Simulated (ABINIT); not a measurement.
Entries from a set of simulations; values are calculated unless marked as measured.

```xyz
12
Lattice="-3.559 3.559 3.145 3.559 -3.559 3.145 3.559 3.559 -3.145" Properties=species:S:1:pos:R:3 pbc="T T T" subject="YVO4 (I4_1/amd): G0W0 with ABINIT, start to end" method="RPA screening on PBEsol with spin-orbit coupling, plane waves, norm-conserving pseudopotentials (and 2 further levels or steps)" program="ABINIT 10.8.3" settings_of_one_run="cutoff 38 Ha, PseudoDojo fully relativistic 0.4 standard, norm-conserving, potential set dojo-fr-pbesol-0.4-standard, ngkpt (2, 2, 2), nband 222, ecuteps 3 Ha, shiftk (0, 0, 0), symchi 1, awtr 1, frequency ppm, 2×2×2 k-mesh" cost="4 runs, 35 min in all on 4 MPI ranks of Arm Neoverse V1, shared host (the runs of this entry)" notes="The program’s warnings: Neglecting <n,k|[Vnl,iqr]|m,k>. The cell and positions come from the Crystallography Open Database and are kept as given unless a step says otherwise. Limits: screening head approximate; d states lean on the start. Only 1 of the mesh’s irreducible points was corrected, so a valley elsewhere could overtake. Bands and cutoff are finite, so the gap is not at the basis limit. The miss can reach some tenths of an eV and take either sign; the mesh is an error of its own. The 2×2×2 mesh is coarse for this cell, which bears on the long-range parts of exchange and screening." pbesol_gap="2.93 eV, direct" g0w0_gap_on_the_mesh="5.18 eV" gw_settings="2×2×2 mesh, 222 bands, screening to 81.6 eV, Godby-Needs plasmon pole" known_limits="not at the basis limit; screening head approximate; d states lean on the start; coarse k mesh"
Y     0.000    3.559    1.572
Y     0.000    0.000    0.000
V     0.000    0.000    3.145
V     3.559    0.000    1.572
O     0.000    1.311    2.049
O     2.248    0.000    0.477
O     3.559    2.248   -1.096
O     4.870    0.000    0.477
O     3.559   -1.311    2.668
O     2.248    3.559    1.096
O     3.559    1.311    2.668
O     1.311    0.000    4.240
```

[Paths, hosts, dates, memory and timing lines, banners, echoed tables and standing remarks are left out of the program output.]

[Logs are printed without paths, hosts, clocks, repeated set-up lines and the standing remarks that a program may print on its own settings, such as how far it seeks lower states.]

[Runs of the session that timed out or met a known fault of the program may be left out.]

[Hosts, paths, dates, database ids (printed as entryN), source tags and the programs' standing remarks are cut or masked in the printed files.]

[G0W0 gaps are taken among the corrected bands and points alone; a level outside them can change the order at an edge.]

[Where Ansatz stands beside ABINIT at settings called matched, ABINIT's density can come from a denser mesh and the files from another edition; pairs whose starting gaps differed by over 0.03 eV were left out, so agreement reads better than it is.]
